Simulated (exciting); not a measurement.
# Core excitons at the Ta L₃ edge of Li3TaO4

Wanted: the near-edge spectrum and the bound core excitons at the Ta L₃ edge of Li3TaO4.

Method: X-ray absorption, core-level Bethe-Salpeter equation, exchange and statically screened direct term, Tamm-Dancoff, all-electron LAPW+lo LDA, in exciting sodium.

**1. Set-up**

The structure is tetragonal, space group I4/mmm (No. 139). Conventional cell: a = 4.130 Å, b = 4.130 Å, c = 8.718 Å, α = 90.00°, β = 90.00°, γ = 90.00°. Nearest to Ta lie 6 O at 1.94 to 2.06 Å. Nearest to O lie 1 Ta at 1.94 Å and 5 Li at 2.08 to 2.42 Å. Nearest to O lie 2 Ta at 2.06 Å and 4 Li at 2.06 to 2.18 Å. Nearest to Li lie 6 O at 2.08 to 2.18 Å. Li has 6 O at 2.06 to 2.42 Å nearest. Farther neighbours and most contacts between anions are not listed.

Coordinates:

```
Ta O Li
1.0
    -2.06480    2.06480    4.35898
     2.06480   -2.06480    4.35898
     2.06480    2.06480   -4.35898
Ta O Li
1 4 3
Direct
  0.00000 0.00000 0.00000
  0.22214 0.22214 0.00000
  0.50000 0.00000 0.50000
  0.77786 0.77786 0.00000
  0.00000 0.50000 0.50000
  0.75000 0.25000 0.50000
  0.25000 0.75000 0.50000
  0.50000 0.50000 0.00000
```

Differences between curves are given as r.m.s. difference over r.m.s. height.

**2. Ground state**

The species files are the program's own, with muffin-tin radii set in the input.

File input.xml:

```
<input>
  <title>Li3TaO4</title>
  <structure speciespath="." autormt="false" epslat="1.0e-5">
    <crystal>
      <basevect>-3.9018970528 3.9018970528 8.2372764915</basevect>
      <basevect>3.9018970528 -3.9018970528 8.2372764915</basevect>
      <basevect>3.9018970528 3.9018970528 -8.2372764915</basevect>
    </crystal>
    <species speciesfile="Ta.xml" rmt="2.058">
      <atom coord="0.0000000000 0.0000000000 0.0000000000"/>
    </species>
    <species speciesfile="O.xml" rmt="1.492">
      <atom coord="0.2221410000 0.2221410000 0.0000000000"/>
      <atom coord="0.5000000000 0.0000000000 0.5000000000"/>
      <atom coord="0.7778590000 0.7778590000 0.0000000000"/>
      <atom coord="0.0000000000 0.5000000000 0.5000000000"/>
    </species>
    <species speciesfile="Li.xml" rmt="2.163">
      <atom coord="0.7500000000 0.2500000000 0.5000000000"/>
      <atom coord="0.2500000000 0.7500000000 0.5000000000"/>
      <atom coord="0.5000000000 0.5000000000 0.0000000000"/>
    </species>
  </structure>
  <groundstate do="fromscratch" xctype="LDA_PW" ngridk="4 4 4" rgkmax="6.5" gmaxvr="14" nempty="8" swidth="0.001" maxscl="100" epsengy="1e-5"/>
</input>
```

The run is started by

```sh
OMP_NUM_THREADS=1 mpirun -n 4 exciting
```

Numbers of over 12 decimals in the logs are rounded to 6 here.

Output:

```text
EXCITING SODIUM started
********************************************************************************
* Ground-state run starting from atomic densities                              *
********************************************************************************
+ Starting initialization                                                      +
[... lattice and species ...]
 Spin treatment                             :    spin-unpolarised
 Number of Bravais lattice symmetries       :      16
[...]
+ Self-consistent loop stopped                                                 +
 STATE.OUT is written
********************************************************************************
* Groundstate module stopped                                                   *
********************************************************************************
 Total time spent (seconds)                 :       111.16
- CAUTION! Warnings have been written in file WARNING.OUT !                    -
| EXCITING SODIUM stopped                                                      =
[key lines of the parts left out:]
Total energy                               :    -15938.83393367
Fermi energy                               :         0.18415965
```

The job ended after 1.9 min (4 MPI ranks of Intel Xeon at 2.70GHz, shared host).

The warnings file holds hints only, no warning.

The mesh shows a gap of 1.50 eV. Core levels (Dirac, from the valence top):

| atom | level | energy (eV) |
| --- | --- | --- |
| Ta | 3s1/2 | -2638.4 |
| Ta | 3p1/2 | -2412.1 |
| Ta | 3p3/2 | -2138.9 |
| Ta | 3d3/2 | -1755.8 |
| Ta | 3d5/2 | -1696.2 |
| Ta | 4s1/2 | -532.9 |
| Ta | 4p1/2 | -439.6 |
| Ta | 4p3/2 | -376.5 |
| Ta | 4d3/2 | -223.1 |
| Ta | 4d5/2 | -211.5 |
| O | 1s1/2 | -499.5 |

**3. A richer basis for the empty states**

Each species file gets more local orbitals, built from u and its energy derivative at 0.15 Ha and u at 0.9 Ha.

input.xml is that of step 2.

File SPECIES.xml, added lines:

```
<lo l="L">  <!-- L = 0, 1, 2, and 3 from Cs on -->
  <wf matchingOrder="0" trialEnergy="0.1500" searchE="false"/>
  <wf matchingOrder="1" trialEnergy="0.1500" searchE="false"/>
  <wf matchingOrder="0" trialEnergy="0.9000" searchE="false"/>
</lo>
```

The run is started by

```sh
OMP_NUM_THREADS=1 mpirun -n 4 exciting
```

Output:

```text
EXCITING SODIUM started
********************************************************************************
* Ground-state run starting from atomic densities                              *
********************************************************************************
+ Starting initialization                                                      +
[... lattice and species ...]
 Spin treatment                             :    spin-unpolarised
 Number of Bravais lattice symmetries       :      16
[...]
+ Self-consistent loop stopped                                                 +
 STATE.OUT is written
********************************************************************************
* Groundstate module stopped                                                   *
********************************************************************************
 Total time spent (seconds)                 :       121.84
- CAUTION! Warnings have been written in file WARNING.OUT !                    -
| EXCITING SODIUM stopped                                                      =
[key lines of the parts left out:]
Total energy                               :    -15938.83612889
Fermi energy                               :         0.18454942
```

The job ended after 2 min (4 MPI ranks).

Against the first ground state the total energy moves by -7 meV an atom and the gap by 0.00 eV.

**4. Screening, kernels and BSE for Ta atom 1**

The absorber has 2 O at 1.94 Å and 4 O at 2.06 Å (distorted octahedral, site symmetry 4/mmm).

input.xml, as its differences from that of step 3:

```diff
@@ -23,3 +23,19 @@
   </structure>
-  <groundstate do="fromscratch" xctype="LDA_PW" ngridk="4 4 4" rgkmax="6.5" gmaxvr="14" nempty="8" swidth="0.001" maxscl="100" epsengy="1e-5"/>
+  <groundstate do="skip" xctype="LDA_PW" ngridk="4 4 4" rgkmax="6.5" gmaxvr="14" nempty="8" swidth="0.001" maxscl="100" epsengy="1e-5"/>
+  <xs xstype="BSE" ngridk="3 3 4" ngridq="3 3 4" vkloff="0.097 0.273 0.493" rgkmax="6.5" nempty="36" gqmax="3" lmaxapwwf="5" lmaxemat="3" broad="0.08967" tevout="true">
+    <energywindow intv="358.313 359.930" points="439"/>
+    <screening screentype="full" nempty="58"/>
+    <BSE xas="true" xasspecies="1" xasatom="1" xasedge="L3" bsetype="singlet" nstlxas="1 32"/>
+    <qpointset>
+      <qpoint>0 0 0</qpoint>
+    </qpointset>
+    <plan>
+      <doonly task="xsgeneigvec"/>
+      <doonly task="writepmatxs"/>
+      <doonly task="scrgeneigvec"/>
+      <doonly task="scrwritepmat"/>
+      <doonly task="screen"/>
+      <doonly task="scrcoulint"/>
+    </plan>
+  </xs>
 </input>
```

File input.xml for the exchange start (cutoff and plan only):

```
  gqmax="2"
  <plan>
    <doonly task="exccoulint"/>
  </plan>
```

File input.xml for the last start (plan only):

```
  <plan>
    <doonly task="bse"/>
  </plan>
```

The run is started by

```sh
OMP_NUM_THREADS=1 mpirun -n 4 exciting
OMP_NUM_THREADS=1 mpirun -n 4 exciting
OMP_NUM_THREADS=4 exciting
```

Output:

```text
| EXCITING SODIUM started for task xsgeneigvec ( 301)                          =
One-shot GS runs for BSE calculations
One-shot GS runs for k+qmt/2 grids
Info(xsgeneigvec): Generating eigenvectors for Q-point      1
Info(xsgeneigvec): Generation of eigenvectors finished
| EXCITING SODIUM started for task writepmatxs ( 320)                          =
Info(writepmatxs): Momentum matrix elements finished
| EXCITING SODIUM started for task scrgeneigvec ( 401)                         =
One-shot GS runs for BSE calculations
One-shot GS runs for k+qmt/2 grids
[...]
Info(setup_bse_block): Setting up RR part of hamiltonian
Info(setup_bse_block): Singlet spin state
Info(bse): Diagonalizing RR Hamiltonian (TDA)
Info(bse): Invoking Lapack routine ZHEEVR
      4608 eigen solutions found in the interval:
         i1=       1 i2=    4608
Info(bse): Writing excition energies and oscillator strengths to text file.
Info(makespectrum_dist): Making spectrum using formula for coupling with time reversed AR basis.
Info(makespectrum_dist): Using formalism for vanishing momentum transfer.
Info(writederived): Writing quantities derived from the macroscopic dielectric function.
Info(bselauncher): Spectrum finished for iqmt=  1
Info(bselauncher): All done for BSE type singlet
```

It took 50 min on 4 MPI ranks.

Wall time by task: xsgeneigvec 20 s, writepmatxs 20 s, scrgeneigvec 15 s, scrwritepmat 13 s, screen 20 min, scrcoulint 15 min, exccoulint 12 min, bse 87 s.

The Ta L₃ spectrum of Ta atom 1 (energy from the Kohn–Sham onset, core level to the lowest empty state found on the meshes used, 9762.19 eV; the ground-state mesh sets it, and the shifted mesh has its lowest transition 0.11 eV above it; Im ε scaled to the maximum of the singlet run; cut below the end of the band set):

| E (eV) | isotropic | ε ⊥ c | ε ∥ c |
| --- | --- | --- | --- |
| -11.5 | 0.06 | 0.07 | 0.06 |
| -11.0 | 0.07 | 0.07 | 0.07 |
| -10.5 | 0.08 | 0.08 | 0.07 |
| -10.0 | 0.08 | 0.09 | 0.08 |
| -9.5 | 0.09 | 0.10 | 0.08 |
| -9.0 | 0.10 | 0.11 | 0.09 |
| -8.5 | 0.11 | 0.12 | 0.10 |
| -8.0 | 0.13 | 0.13 | 0.12 |
| -7.5 | 0.15 | 0.15 | 0.13 |
| -7.0 | 0.17 | 0.17 | 0.15 |
| -6.5 | 0.19 | 0.20 | 0.17 |
| -6.0 | 0.22 | 0.23 | 0.19 |
| -5.5 | 0.26 | 0.27 | 0.22 |
| -5.0 | 0.30 | 0.32 | 0.26 |
| -4.5 | 0.36 | 0.39 | 0.31 |
| -4.0 | 0.43 | 0.47 | 0.37 |
| -3.5 | 0.52 | 0.56 | 0.44 |
| -3.0 | 0.63 | 0.67 | 0.53 |
| -2.5 | 0.74 | 0.78 | 0.64 |
| -2.0 | 0.84 | 0.88 | 0.76 |
| -1.5 | 0.93 | 0.96 | 0.88 |
| -1.0 | 0.98 | 1.00 | 0.96 |
| -0.5 | 1.00 | 1.01 | 0.99 |
| 0.0 | 0.99 | 0.99 | 0.97 |
| 0.5 | 0.96 | 0.97 | 0.93 |
| 1.0 | 0.93 | 0.95 | 0.90 |
| 1.5 | 0.90 | 0.91 | 0.88 |
| 2.0 | 0.86 | 0.85 | 0.88 |
| 2.5 | 0.80 | 0.77 | 0.87 |
| 3.0 | 0.74 | 0.69 | 0.84 |
| 3.5 | 0.67 | 0.61 | 0.79 |
| 4.0 | 0.60 | 0.54 | 0.73 |
| 4.5 | 0.55 | 0.49 | 0.66 |
| 5.0 | 0.49 | 0.45 | 0.59 |
| 5.5 | 0.45 | 0.41 | 0.53 |
| 6.0 | 0.41 | 0.37 | 0.48 |
| 6.5 | 0.38 | 0.35 | 0.44 |
| 7.0 | 0.35 | 0.32 | 0.40 |
| 7.5 | 0.32 | 0.30 | 0.36 |
| 8.0 | 0.30 | 0.28 | 0.33 |
| 8.5 | 0.28 | 0.27 | 0.30 |
| 9.0 | 0.27 | 0.26 | 0.28 |
| 9.5 | 0.26 | 0.26 | 0.26 |
| 10.0 | 0.25 | 0.25 | 0.24 |
| 10.5 | 0.24 | 0.25 | 0.23 |
| 11.0 | 0.24 | 0.25 | 0.21 |
| 11.5 | 0.23 | 0.24 | 0.20 |
| 12.0 | 0.22 | 0.23 | 0.19 |
| 12.5 | 0.21 | 0.22 | 0.19 |
| 13.0 | 0.20 | 0.21 | 0.18 |
| 13.5 | 0.19 | 0.20 | 0.17 |
| 14.0 | 0.18 | 0.19 | 0.16 |
| 14.5 | 0.17 | 0.18 | 0.16 |
| 15.0 | 0.17 | 0.17 | 0.15 |
| 15.5 | 0.16 | 0.16 | 0.15 |
| 16.0 | 0.15 | 0.16 | 0.15 |
| 16.5 | 0.15 | 0.15 | 0.14 |
| 17.0 | 0.14 | 0.15 | 0.14 |
| 17.5 | 0.14 | 0.14 | 0.14 |
| 18.0 | 0.14 | 0.14 | 0.13 |
| 18.5 | 0.13 | 0.14 | 0.13 |
| 19.0 | 0.13 | 0.13 | 0.13 |
| 19.5 | 0.13 | 0.13 | 0.13 |
| 20.0 | 0.13 | 0.13 | 0.13 |
| 20.5 | 0.13 | 0.13 | 0.13 |
| 21.0 | 0.13 | 0.13 | 0.13 |
| 21.5 | 0.13 | 0.13 | 0.13 |
| 22.0 | 0.13 | 0.13 | 0.13 |
| 22.5 | 0.13 | 0.13 | 0.13 |
| 23.0 | 0.13 | 0.13 | 0.13 |
| 23.5 | 0.13 | 0.13 | 0.13 |

Maxima (height): -0.6 eV (1.00).

The Hamiltonian has 4608 rows. The lowest groups of eigenvalues and the brightest ones, on the scale above (the program counts from the shifted mesh's onset, 0.11 eV higher). Core spinors bring spin-forbidden partners, so dark means forbidden by spin or by symmetry, and the shifted mesh splits states that symmetry would keep together:

| energy (eV) | states within 10 meV | relative strength |
| --- | --- | --- |
| -1.974 | 4 | 0.47 |
| -0.816 | 8 | 1.00 |
| -0.312 | 4 | 0.0050 |
| -0.151 | 4 | 0.011 |
| 0.124 | 4 | 0.0083 |
| 0.379 | 4 | 0.0032 |
| 1.483 | 4 | 0.53 |
| 2.638 | 8 | 0.046 |
| 2.746 | 4 | 0.15 |
| 2.781 | 4 | 0.070 |
| 4.807 | 4 | 0.060 |

**5. Independent particles**

input.xml, as its differences from that of step 4:

```diff
@@ -27,3 +27,3 @@
     <screening screentype="full" nempty="58"/>
-    <BSE xas="true" xasspecies="1" xasatom="1" xasedge="L3" bsetype="singlet" nstlxas="1 32"/>
+    <BSE xas="true" xasspecies="1" xasatom="1" xasedge="L3" bsetype="IP" nstlxas="1 32"/>
     <qpointset>
@@ -32,8 +32,3 @@
     <plan>
-      <doonly task="xsgeneigvec"/>
-      <doonly task="writepmatxs"/>
-      <doonly task="scrgeneigvec"/>
-      <doonly task="scrwritepmat"/>
-      <doonly task="screen"/>
-      <doonly task="scrcoulint"/>
+      <doonly task="bse"/>
     </plan>
```

The run is started by

```sh
OMP_NUM_THREADS=4 exciting
```

Output:

```text
| EXCITING SODIUM started for task bse ( 445)                                  =
Info(bselauncher): Init time:    1.387712
Info(bselauncher): Setting up and diagonalizing BSE Hamiltonian.
Info(bselauncher): Using momentum transfer vectors from list :   1 to  1
Info(bselauncher): Distributing qmt-points over   1 processes.
Info(bselauncher): BSE type: IP
Info(bselauncher): Momentum transfer list index: iqmt=  1
Info(bselauncher): Momentum transfer: vqmtl=   0.000   0.000   0.000
Info(bse): Inspecting occupations...
Info(setranges_modxs): Number of non-reduced k-points:       36
[...]
highest unoccupied state:  62
  Opening gap with a scissor of:      0.000/H      0.000/eV
Info(select_transitions): Number of participating transitions:    4608
Info(bse): Selecting transitions...
Info(bse):bsegap (eV):  9762.295146
Info(bse): IP requested, nothing much to do
Info(bse): Writing excition energies and oscillator strengths to text file.
Info(makespectrum_dist): Making spectrum using formula for coupling with time reversed AR basis.
Info(makespectrum_dist): Using formalism for vanishing momentum transfer.
Info(writederived): Writing quantities derived from the macroscopic dielectric function.
Info(bselauncher): Spectrum finished for iqmt=  1
Info(bselauncher): All done for BSE type IP
```

The job ended after 3 s (4 threads).

Maxima (height): 3.4 eV (0.88). The spectrum differs from the singlet run by 60 % r.m.s. Moving the earlier curve by +4.2 eV leaves 14 %. The highest maximum lies at 3.4 eV (0.88), against -0.6 eV (1.00).

**6. Exchange alone**

input.xml, as its differences from that of step 5:

```diff
@@ -27,3 +27,3 @@
     <screening screentype="full" nempty="58"/>
-    <BSE xas="true" xasspecies="1" xasatom="1" xasedge="L3" bsetype="IP" nstlxas="1 32"/>
+    <BSE xas="true" xasspecies="1" xasatom="1" xasedge="L3" bsetype="RPA" nstlxas="1 32"/>
     <qpointset>
```

The run is started by

```sh
OMP_NUM_THREADS=4 exciting
```

Output:

```text
| EXCITING SODIUM started for task bse ( 445)                                  =
Info(bselauncher): Init time:    1.371295
Info(bselauncher): Setting up and diagonalizing BSE Hamiltonian.
Info(bselauncher): Using momentum transfer vectors from list :   1 to  1
Info(bselauncher): Distributing qmt-points over   1 processes.
Info(bselauncher): BSE type: RPA
Info(bselauncher): Momentum transfer list index: iqmt=  1
Info(bselauncher): Momentum transfer: vqmtl=   0.000   0.000   0.000
Info(bse): Inspecting occupations...
Info(setranges_modxs): Number of non-reduced k-points:       36
[...]
Info(setup_bse_block): Setting up RR part of hamiltonian
Info(setup_bse_block): Using RPA approximation
Info(bse): Diagonalizing RR Hamiltonian (TDA)
Info(bse): Invoking Lapack routine ZHEEVR
      4608 eigen solutions found in the interval:
         i1=       1 i2=    4608
Info(bse): Writing excition energies and oscillator strengths to text file.
Info(makespectrum_dist): Making spectrum using formula for coupling with time reversed AR basis.
Info(makespectrum_dist): Using formalism for vanishing momentum transfer.
Info(writederived): Writing quantities derived from the macroscopic dielectric function.
Info(bselauncher): Spectrum finished for iqmt=  1
Info(bselauncher): All done for BSE type RPA
```

Run time: 82 s. Hardware: 4 threads.

Maxima (height): 3.4 eV (0.88). The spectrum is that of the independent-particle run within 1 %.

**7. A changed run**

In this try the input is made faulty on purpose, to show what that does.

input.xml, as its differences from that of step 6:

```diff
@@ -24,6 +24,6 @@
   <groundstate do="skip" xctype="LDA_PW" ngridk="4 4 4" rgkmax="6.5" gmaxvr="14" nempty="8" swidth="0.001" maxscl="100" epsengy="1e-5"/>
-  <xs xstype="BSE" ngridk="3 3 4" ngridq="3 3 4" vkloff="0.097 0.273 0.493" rgkmax="6.5" nempty="36" gqmax="3" lmaxapwwf="5" lmaxemat="3" broad="0.08967" tevout="true">
+  <xs xstype="BSE" ngridk="3 3 4" ngridq="3 3 4" vkloff="0.097 0.273 0.493" rgkmax="6.5" nempty="7" gqmax="3" lmaxapwwf="5" lmaxemat="3" broad="0.08967" tevout="true">
     <energywindow intv="358.313 359.930" points="439"/>
     <screening screentype="full" nempty="58"/>
-    <BSE xas="true" xasspecies="1" xasatom="1" xasedge="L3" bsetype="RPA" nstlxas="1 32"/>
+    <BSE xas="true" xasspecies="1" xasatom="1" xasedge="L3" bsetype="singlet" nstlxas="1 3"/>
     <qpointset>
@@ -32,3 +32,4 @@
     <plan>
-      <doonly task="bse"/>
+      <doonly task="writepmatxs"/>
+      <doonly task="scrcoulint"/>
     </plan>
```

File input.xml for the exchange start (cutoff and plan only):

```
  gqmax="2"
  <plan>
    <doonly task="exccoulint"/>
  </plan>
```

File input.xml for the last start (plan only):

```
  <plan>
    <doonly task="bse"/>
  </plan>
```

The run is started by

```sh
OMP_NUM_THREADS=1 mpirun -n 4 exciting
OMP_NUM_THREADS=1 mpirun -n 4 exciting
OMP_NUM_THREADS=4 exciting
```

Output:

```text
| EXCITING SODIUM started for task writepmatxs ( 320)                          =
Info(writepmatxs): Momentum matrix elements finished
| EXCITING SODIUM started for task scrcoulint ( 440)                           =
Info(scrcoulintlauncher): Setting up screened Coulomb interaction matrix W.
Info(scrcoulintlauncher): Using momentum transfer vectors from list :   1 to  1
Info(scrcoulintlauncher): Calculating screened Coulomb interaction matrix W
Info(scrcoulintlauncher): Momentum transfer list index: iqmt=  1
[...]
Info(setup_bse_block): Setting up RR part of hamiltonian
Info(setup_bse_block): Singlet spin state
Info(bse): Diagonalizing RR Hamiltonian (TDA)
Info(bse): Invoking Lapack routine ZHEEVR
       432 eigen solutions found in the interval:
         i1=       1 i2=     432
Info(bse): Writing excition energies and oscillator strengths to text file.
Info(makespectrum_dist): Making spectrum using formula for coupling with time reversed AR basis.
Info(makespectrum_dist): Using formalism for vanishing momentum transfer.
Info(writederived): Writing quantities derived from the macroscopic dielectric function.
Info(bselauncher): Spectrum finished for iqmt=  1
Info(bselauncher): All done for BSE type singlet
```

Elapsed: 3.6 min, on 4 MPI ranks.

The input has a fault: far too few conduction bands in the BSE. The spectrum differs from the singlet run by 56 % r.m.s. The highest maximum lies at -1.0 eV (0.66), against -0.6 eV (1.00). The first bright state moves from -1.97 to -1.83 eV. Transitions to the missing bands are absent and can't mix into the lines that are left.

| E (eV) | first run | this run |
| --- | --- | --- |
| -11.0 | 0.07 | 0.04 |
| -10.0 | 0.08 | 0.05 |
| -9.0 | 0.10 | 0.06 |
| -8.0 | 0.13 | 0.08 |
| -7.0 | 0.17 | 0.10 |
| -6.0 | 0.22 | 0.14 |
| -5.0 | 0.30 | 0.19 |
| -4.0 | 0.43 | 0.28 |
| -3.0 | 0.63 | 0.42 |
| -2.0 | 0.84 | 0.58 |
| -1.0 | 0.98 | 0.66 |
| 0.0 | 0.99 | 0.59 |
| 1.0 | 0.93 | 0.44 |
| 2.0 | 0.86 | 0.31 |
| 3.0 | 0.74 | 0.21 |
| 4.0 | 0.60 | 0.15 |
| 5.0 | 0.49 | 0.11 |
| 6.0 | 0.41 | 0.08 |
| 7.0 | 0.35 | 0.06 |
| 8.0 | 0.30 | 0.05 |
| 9.0 | 0.27 | 0.04 |
| 10.0 | 0.25 | 0.03 |
| 11.0 | 0.24 | 0.03 |
| 12.0 | 0.22 | 0.02 |
| 13.0 | 0.20 | 0.02 |
| 14.0 | 0.18 | 0.02 |
| 15.0 | 0.17 | 0.02 |
| 16.0 | 0.15 | 0.01 |
| 17.0 | 0.14 | 0.01 |
| 18.0 | 0.14 | 0.01 |
| 19.0 | 0.13 | 0.01 |
| 20.0 | 0.13 | 0.01 |
| 21.0 | 0.13 | 0.01 |
| 22.0 | 0.13 | 0.01 |
| 23.0 | 0.13 | 0.01 |

(Continued in part 2 of 2.)

[Banner, clock and machine lines of the logs are left out without a mark of their own.]

[Logs are printed without paths, hosts, clocks, repeated set-up lines and the standing remarks that a program may print on its own settings, such as how far it seeks lower states.]

[Hosts, paths, dates, database ids (printed as entryN), source tags and the programs' standing remarks are cut or masked in the printed files.]
